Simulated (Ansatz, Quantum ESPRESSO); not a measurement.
# LiH (Fm-3m): Raman and infrared activity, part 3 of 3

Wanted: vibrational spectra of LiH (Fm-3m) from linear and non-linear response.

Quantum ESPRESSO 8.0 development, patched; DFT LDA, scalar-relativistic, plane waves, PseudoDojo norm-conserving pseudopotentials.

So far, highest optical zone-centre mode (no LO-TO term) (cm⁻¹): step 6 (zone-centre analysis) 648; step 7 (ASR crystal) 648. The relaxed cell has a = 3.909 Å (conventional setting).

The database entry behind the starting cell differs from later determinations by our own check (the deuteride, about 0.2 % short), so it need not match the best structure at ambient conditions.

### Step 8. Sum rules set otherwise (asr no)

Without the rule the raw error of the acoustic modes shows.

Input file dynmat.in:

```
&input
   fildyn = 'g.dyn'
   asr = 'no'
   fileig = 'dynmat.eig'
   lperm = .true.
/
```

The run is started by

```bash
> dynmat.x -in dynmat.in > dynmat.out
```

The program printed:

```text
[banner, memory and clock lines left out]
Program DYNMAT v.8.0dev

     Reading Dynamical Matrix from file g.dyn
     ...Force constants read
     ...epsilon and Z* read
     ...Raman cross sections read
     A direction for q was not specified:TO-LO splitting will be absent

     Polarizability (A^3 units)
     multiply by 0.427980 for Clausius-Mossotti correction (not under assume_isolated = 'mt')
         4.765788   -0.000000    0.000000
        -0.000000    4.765788   -0.000000
         0.000000   -0.000000    4.765788

     IR activities are in (D/A)^2/amu units

# mode   [cm-1]    [THz]      IR
    1      1.68    0.0502    0.0000
    2      1.68    0.0502    0.0000
    3      1.68    0.0502    0.0000
    4    647.51   19.4117   27.6668
    5    647.51   19.4117   27.6668
    6    647.51   19.4117   27.6668

Electronic dielectric permittivity tensor (relative, adimensional)
         5.009673   -0.000000    0.000000
        -0.000000    5.009673   -0.000000
         0.000000   -0.000000    5.009673

 ... with zone-center polar mode contributions
        14.432671    0.000000   -0.000000
         0.000000   14.432671   -0.000000
        -0.000000   -0.000000   14.432671
```

Wall time 0.45 s (1 thread of Arm Neoverse V1, shared host).

Zone-centre frequencies as printed; negative means imaginary. Modes:

| mode | frequency (cm⁻¹) |
| --- | --- |
| 1 | 1.68 |
| 2 | 1.68 |
| 3 | 1.68 |
| 4 | 647.5 |
| 5 | 647.5 |
| 6 | 647.5 |

Against the first rule no mode moves by more than 1.7 cm⁻¹.

### Step 9. The LO-TO splitting (1 0 0)

A longitudinal polar mode sets up a macroscopic field that stiffens it; the term hangs on the direction from which q goes to zero.

Input file dynmat.in:

```
&input
   fildyn = 'g.dyn'
   asr = 'simple'
   fileig = 'dynmat.eig'
   q(1) = 1.0
   q(2) = 0.0
   q(3) = 0.0
/
```

The run is started by

```bash
> dynmat.x -in dynmat.in > dynmat.out
```

The program printed:

```text
[banner, memory and clock lines left out]
Program DYNMAT v.8.0dev

     Reading Dynamical Matrix from file g.dyn
     ...Force constants read
     ...epsilon and Z* read
     ...Raman cross sections read

     Polarizability (A^3 units)
     multiply by 0.427980 for Clausius-Mossotti correction (not under assume_isolated = 'mt')
         4.765788   -0.000000    0.000000
        -0.000000    4.765788   -0.000000
         0.000000   -0.000000    4.765788

     IR activities are in (D/A)^2/amu units

# mode   [cm-1]    [THz]      IR
    1     -0.00   -0.0000    0.0000
    2     -0.00   -0.0000    0.0000
    3      0.00    0.0000    0.0000
    4    647.51   19.4117   27.6516
    5    647.51   19.4117   27.6516
    6   1098.84   32.9424   27.6516
```

Elapsed: 0.45 s, on 1 thread.

Read from the output:

* highest mode moved by the LO-TO term: 1099 cm⁻¹

Zone-centre frequencies as printed; negative means imaginary. Modes:

| mode | frequency (cm⁻¹) |
| --- | --- |
| 1 | 0 |
| 2 | 0 |
| 3 | 0 |
| 4 | 647.5 |
| 5 | 647.5 |
| 6 | 1099 |

The field moves one mode, from 648 to 1099 cm⁻¹; the others stay.

### Step 10. A second program

A second program on the same cell, potentials, cutoff and meshes tests the implementation of the phonon response, not its convergence. Its field response is summed in its own way. Its k mesh is centred on Γ.

This step: DFT LDA, scalar-relativistic, plane waves, PseudoDojo norm-conserving pseudopotentials (Ansatz 0.2.0).

Input file input.yaml:

```yaml
crystal:
  lattice:
    - [-1.9546478665, 0.0, 1.9546478665]
    - [0.0, 1.9546478665, 1.9546478665]
    - [-1.9546478665, 1.9546478665, 0.0]
  atoms:
    - { symbol: Li, position: [0.0, 0.0, 0.0] }
    - { symbol: H, position: [0.5, 0.5, 0.5] }
kpoints:
  mp_grid: { grid: [12, 12, 12] }
hamiltonian:
  xc: lda
  pseudopotentials: { kind: nc, accuracy: standard }
scf:
  occupations: { method: fixed }
output:
  eigenvalues: true
basis:
  ecutwfc: 1006.821
phonons:
  method: dfpt
  dielectric: true
  rigid_motions: translations
  raman: true
```

The run is started by

```bash
> ansatz run input.yaml --threads 4 --pin off --max-ram 8192MiB --backend cpu --events-out ev --progress --plain --runs-dir out
```

The program printed:

```text
Warning: basis.ecutwfc = 1006.821 eV is below the records' recommended 1006.821291 eV, and the density's cutoff is lower with it unless basis.ecutrho_ratio is high enough to keep the records' density cutoff: compare with a run at a higher cutoff
Engine: ansatz 0.2.0, aarch64-unknown-linux-gnu
Pseudopotentials: kind: nc
Pseudopotential: Li, nc, valence charge 3, recommended cutoff 1006.821291 eV (normal), Li.nc.azcp (PseudoDojo's, or run here from an input of PseudoDojo's; its table is named by hamiltonian.pseudopotentials.accuracy)
Pseudopotential: H, nc, valence charge 1, recommended cutoff 1006.821291 eV (normal), H.nc.azcp (PseudoDojo's, or run here from an input of PseudoDojo's; its table is named by hamiltonian.pseudopotentials.accuracy)
Functional definition: SPW92
  exchange = slater_x
  correlation = pw_c
Crystal: 2 atoms, lattice volume = 14.936 Å³
Basis set: ecut = 1006.821 eV, 1067 PW (Γ), exchange–correlation on 60×60×60 points (8 copies of the dense FFT grid, shifted against one another)
Bands: 6, of which v1, the nominal top of the filled ones, is band 2 counted from 1 (1 counted from 0)
Symmetry: 48 space group operations
k-points: 163 of 1728 (irreducible under 8 space group operations, time reversal used)
Non-local potential: Li, projectors of the file, l = 0: 2, l = 1: 2
Non-local potential: H, projectors of the file, l = 0: 2, l = 1: 1
Initial density: superposition of atomic densities (chi_scale 0.1, normalization cell, long waves kept (reshape's long-wave potential 0.00 eV rms))
Initial wavefunctions: pseudopotential atomic-orbital guess
Functional: x = slater, c = lda
SCF iter   1: F=—  HF=-210.394898 eV  |F-HF|=—  |Δ(HF+E_count)|=         —  Δρ=6.35e-2  dr2=5.18e-1  ethr=3.10e-3  ⟨swp⟩=4.0  Hψ=7803  notcnv=0  defer=19
preconditioner: auto → none  [insulator: Δε(μ)=3.338 eV  Ē_g=15.038 eV  n_scr=0 (ndim 8)  ℏωp=13.6 eV  f_vac=0.000  ε∞_Penn≈1.8]
SCF iter   2: F=—  HF=-210.225265 eV  |F-HF|=—  |Δ(HF+E_count)|=   1.70e-1  Δρ=1.91e-2  dr2=5.07e-2  ethr=3.10e-3  ⟨swp⟩=1.9  Hψ=2558  notcnv=0  defer=283
SCF iter   3: F=—  HF=-210.208028 eV  |F-HF|=—  |Δ(HF+E_count)|=   1.72e-2  Δρ=1.48e-3  dr2=1.08e-4  ethr=1.27e-3  ⟨swp⟩=2.4  Hψ=1358  notcnv=0  defer=285
SCF iter   4: F=—  HF=-210.208097 eV  |F-HF|=—  |Δ(HF+E_count)|=   6.86e-5  Δρ=8.58e-5  dr2=1.06e-6  ethr=2.70e-6  ⟨swp⟩=2.1  Hψ=1422  notcnv=0  defer=312
SCF iter   5: F=—  HF=-210.208097 eV  |F-HF|=—  |Δ(HF+E_count)|=   9.98e-8  Δρ=1.65e-6  dr2=1.10e-10  ethr=2.64e-8  ⟨swp⟩=1.9  Hψ=1124  notcnv=0  defer=14
SCF iter   6: F=-210.208097 eV  HF=-210.208097 eV  |F-HF|=7.11e-13  |Δ(HF+E_count)|=  3.41e-10  Δρ=1.88e-7  dr2=1.61e-12  ethr=2.50e-12  ⟨swp⟩=7.0  Hψ=4914  notcnv=0
SCF 1 converged in 6 iterations: F = -210.208097 eV  dr2 = 1.61e-12
NSCF: frozen V_eff on 2 k-points
DFPT response loops at Γ: preconditioner auto → none (the input reference at scf.mixing.eps_inf says where Resta's filter doesn't serve); β = 0.50; Broyden in place of MSR1
── the response to a field inside a basis, on 14×14×14 k-points: an SCF that follows is theirs, and a resumed run solves both again ──
Bands: 3, of which v1, the nominal top of the filled ones, is band 2 counted from 1 (1 counted from 0)
k-points: 280
Initial density: handed on by an earlier stage of this run
Initial wavefunctions: pseudopotential atomic-orbital guess (no wavefunctions were taken with the density)
Eigensolver: Dense (280 Hₖ)
SCF iter   1: F=—  HF=-210.207989 eV  |F-HF|=—  |Δ(HF+E_count)|=         —  Δρ=6.34e-5  dr2=5.50e-8  ethr=1.00e-1
preconditioner: auto → none  [insulator: Δε(μ)=2.583 eV  Ē_g=9.308 eV  n_scr=0 (ndim 8)  ℏωp=13.6 eV  f_vac=0.000  ε∞_Penn≈3.1]
SCF iter   2: F=—  HF=-210.207989 eV  |F-HF|=—  |Δ(HF+E_count)|=   5.85e-8  Δρ=3.18e-5  dr2=1.39e-8  ethr=1.37e-9
SCF iter   3: F=-210.207989 eV  HF=-210.207989 eV  |F-HF|=8.53e-14  |Δ(HF+E_count)|=   2.02e-8  Δρ=2.26e-7  dr2=1.12e-12  ethr=3.47e-10
SCF 1 converged in 3 iterations: F = -210.207989 eV  dr2 = 1.12e-12
DFPT response loops at Γ: mixed as the last ones told, above
DFPT response loops at Γ: mixed as the last ones told, above
WARN: field response: ε∞ stands inside a basis, on 14×14×14 points; the force constants stand on the 12×12×12 k-mesh, whose period is 13.91 times the interband length at k = (0.0000, -0.5000, -0.5000), direct gap 2.544 eV, under 14: take them and everything formed from them as unconverged, and compare with a denser kpoints.mp_grid
SCF converged after 6 iterations
Free energy (F): -210.208097 eV
Harris-Foulkes:  -210.208097 eV  (|F-HF|=7.11e-13)
Internal energy: -210.208097 eV  (E = F + TS)
E sigma→0 (E₀):  -210.208097 eV
Fermi energy:    1.040826 eV
--- Per-component energies (eV) ---
  E_band       = -87.745524
  E_kinetic    = 155.563960
  E_local      = -133.782100  (includes V_loc(G=0)·N_el)
  E_nonlocal   = -124.715002
  E_hartree    = 42.552790
  E_xc         = -53.345598
  E_vxc        = -69.917953  (∫ρ·V_xc dr)
  E_ewald      = -96.482147
  E_smearing   = -0.000000  (= −TS)
  E_closure    = 0.000000  (closes the sum)
  Σ components = -210.208097   (vs F -210.208097, Δ=0.00e0)
--- Band table (eV; the first three rows and the last of 163) ---
  k-point 0: bands = ["-42.3543", "-4.7977", "18.1693", "19.2111", "19.2111", "19.2111"]
  k-point 1: bands = ["-42.3497", "-4.6742", "16.7629", "18.7116", "18.9123", "18.9123"]
  k-point 2: bands = ["-42.3370", "-4.3089", "13.8570", "17.7333", "18.3490", "18.3490"]
  k-point 162: bands = ["-42.2641", "1.0408", "3.5851", "11.8005", "11.8005", "15.1809"]
--- Phonons (Γ-DFPT): 2 representative perturbations + reference, on 163 of 1728 k-points (Σ response iterations 6) ---
  k mesh reduced under 8 symmetry operations, with k and −k counted as one. Each operation leaves every solved perturbation unchanged. A smaller set is not considered because the run solves the response to a homogeneous field
  ASR residual: 9.287e-5 → 0.000e0 eV/Å²; symmetrization residual: 2.752e-9 eV/Å²
  ASR residual per site (eV/Å²): 9.29e-5 6.28e-5
  Γ frequencies (cm⁻¹): 0.00 0.00 0.00 647.44 647.44 647.44
  ε∞ (high-frequency dielectric tensor):
        4.982591    -0.000000    -0.000000
       -0.000000     4.982591     0.000000
       -0.000000     0.000000     4.982591
  ε⁰ (static dielectric tensor: ions relaxed, cell fixed):
       14.376286    -0.000000    -0.000000
       -0.000000    14.376286    -0.000000
       -0.000000    -0.000000    14.376286
  ε⁰ − ε∞ (ionic part):
        9.393695     0.000000     0.000000
        0.000000     9.393695    -0.000000
        0.000000    -0.000000     9.393695
  softest optical mode at Γ: 647.44 cm⁻¹; the repairs (sum rule, projections) moved no ω² at Γ by more than (4.12 cm⁻¹)²
  Born effective charges Z* (e; rows j = field, columns β = displacement):
    site 0:
         1.02567    0.00000    0.00000
        -0.00000    1.02567    0.00000
        -0.00000   -0.00000    1.02567
    site 1:
        -1.02567   -0.00000   -0.00000
         0.00000   -1.02567   -0.00000
         0.00000    0.00000   -1.02567
  Z* charge neutrality: 7.121e-5 e pre-enforcement
  solved inside a basis spanned on kpoints, on 14×14×14 k-points transformed towards the longest dipole: ε∞ is read to err by 2.0e-2, Z* by 1.0e-2 e (field_mesh: kpoints solves on kpoints); Z* is corrected for what the basis lacks
  Raman tensors (in the event stream and the table raman_tensors.tsv): an entry may err by 2.2e-4 Å², one of the second-order susceptibility by 8.8e-20 pm/V (basis, points and sum rule); their sum over the sites missed zero by 2.647e-21 Å² ahead of its enforcement
  optical modes at Γ without the LO–TO term, one row a degenerate level:
      ω (cm⁻¹)  modes    IR ((D/Å)²/amu)  static Raman (Å⁴/amu)  depolarisation
        647.44      3            82.7244                 0.0000               —
  optical modes at Γ + LO–TO along q̂ = [1.0000, 0.0000, 0.0000]:
      ω (cm⁻¹)  modes    IR ((D/Å)²/amu)  static Raman (Å⁴/amu)  depolarisation
        647.44      2            55.1496                 0.0000               —
       1099.75      1            27.5748                 0.0000               —
  optical modes at Γ + LO–TO along q̂ = [0.0000, 1.0000, 0.0000]:
      ω (cm⁻¹)  modes    IR ((D/Å)²/amu)  static Raman (Å⁴/amu)  depolarisation
        647.44      2            55.1496                 0.0000               —
       1099.75      1            27.5748                 0.0000               —
  optical modes at Γ + LO–TO along q̂ = [0.0000, 0.0000, 1.0000]:
      ω (cm⁻¹)  modes    IR ((D/Å)²/amu)  static Raman (Å⁴/amu)  depolarisation
        647.44      2            55.1496                 0.0000               —
       1099.75      1            27.5748                 0.0000               —
```

Wall time 20 s (4 threads); peak memory 0.63 GiB.

This step gave:

```yaml
sum_rule_residual_before_enforcement: 9.29e-5 eV/Å²
miss_of_the_charge_sum_rule: 7.12e-5 e
estimated_error_of_the_dielectric_tensor: 0.01973
estimated_error_of_the_born_charges: 0.01005 e
highest_optical_zone_centre_mode_no_lo_to_term: 647.4 cm⁻¹
lowest_optical_zone_centre_mode: 647.4 cm⁻¹
mean_high_frequency_dielectric_constant: 4.983
largest_born_charge_in_size_third_of_the_trace: 1.026 e
mean_static_dielectric_constant: 14.38
highest_mode_moved_by_the_lo_to_term: 1100 cm⁻¹
```

Transverse modes. Lines of the infrared spectrum (strongest = 100):

| position (cm⁻¹) | label | IR intensity ((D/Å)²/amu), degenerate modes summed, relative |
| --- | --- | --- |
| 647 | T1u | 100 |

The log warns that the force constants on this k mesh are to be taken as unconverged.

### Step 11. Side by side: QE PseudoDojo and Ansatz, PseudoDojo

Worked out from the results:

* root-mean-square difference: 0.07 cm⁻¹
* largest difference: 0.07 cm⁻¹

Frequencies side by side, by row:

| q (reciprocal lattice) | mode | QE PseudoDojo (cm⁻¹) | Ansatz, PseudoDojo (cm⁻¹) |
| --- | --- | --- | --- |
| 0 0 0 | 1 | 0 | 0 |
| 0 0 0 | 2 | 0 | 0 |
| 0 0 0 | 3 | 0 | 0 |
| 0 0 0 | 4 | 647.5 | 647.4 |
| 0 0 0 | 5 | 647.5 | 647.4 |
| 0 0 0 | 6 | 647.5 | 647.4 |

The two runs side by side. Further quantities:

| quantity | QE PseudoDojo | Ansatz, PseudoDojo |
| --- | --- | --- |
| mean ε∞ | 5.01 | 4.983 |
| largest Born charge in size (e; the first before, the second after the charge sum rule) | 1.028 | 1.026 |
| summed IR intensity ((D/Å)²/amu) | 82.95 | 82.72 |

At the zone centre the largest difference (acoustic modes at Γ apart) is 0.01 % of the highest mode.

### Step 12. What came out

| Quantity | Value |
| --- | --- |
| space group after relaxation | Fm-3m |
| volume per atom | 7.47 Å³ |
| gap on the k-mesh | 2.54 eV |
| highest optical zone-centre mode (no LO-TO term) | 647.5 cm⁻¹ |
| highest mode moved by the LO-TO term | 1099 cm⁻¹ |
| mean high-frequency dielectric constant | 5.01 |
| largest Born charge in size (third of the trace) | 1.03 e |
| mean static dielectric constant | 14.4 |
| imaginary optical modes at the zone centre (no q mesh in this session) | none |
| largest difference from Ansatz, PseudoDojo | 0.07 cm⁻¹ |

In words: No mode is Raman active in this structure; the strongest infrared line lies at 648 cm⁻¹. At the LDA level the optical modes of LiH (Fm-3m) at the zone centre (no LO-TO term) lie at 648 cm⁻¹. Along the directions run, the highest mode that the macroscopic field moves lies at 1099 cm⁻¹. Lattice motion raises the mean dielectric constant from 5.010 to 14.43. The Lyddane-Sachs-Teller relation holds: (ωLO/ωTO)² is 2.88 and ε₀/ε∞ is 2.88. QE PseudoDojo and Ansatz, PseudoDojo agree to 0.07 cm⁻¹ (0.01 % of the highest mode compared) on all solved modes but the acoustic ones at Γ, without the LO-TO term. These are harmonic frequencies at zero temperature: anharmonic shifts and linewidths and thermal expansion are left out. Ansatz's log warns that force constants on this k mesh are to be taken as unconverged, an error that the frequencies of both programs share. The build is a development version in which the Raman tensors of release 7.5 are mended; dynmat.x leaves out the electro-optic term of LO lines.

[Host names and launcher messages were left out of these logs when they were recorded.]

[Logs are printed without paths, hosts, clocks, repeated set-up lines and the standing remarks that a program may print on its own settings, such as how far it seeks lower states.]

[Hosts, paths, dates, database ids (printed as entryN), source tags and the programs' standing remarks are cut or masked in the printed files.]
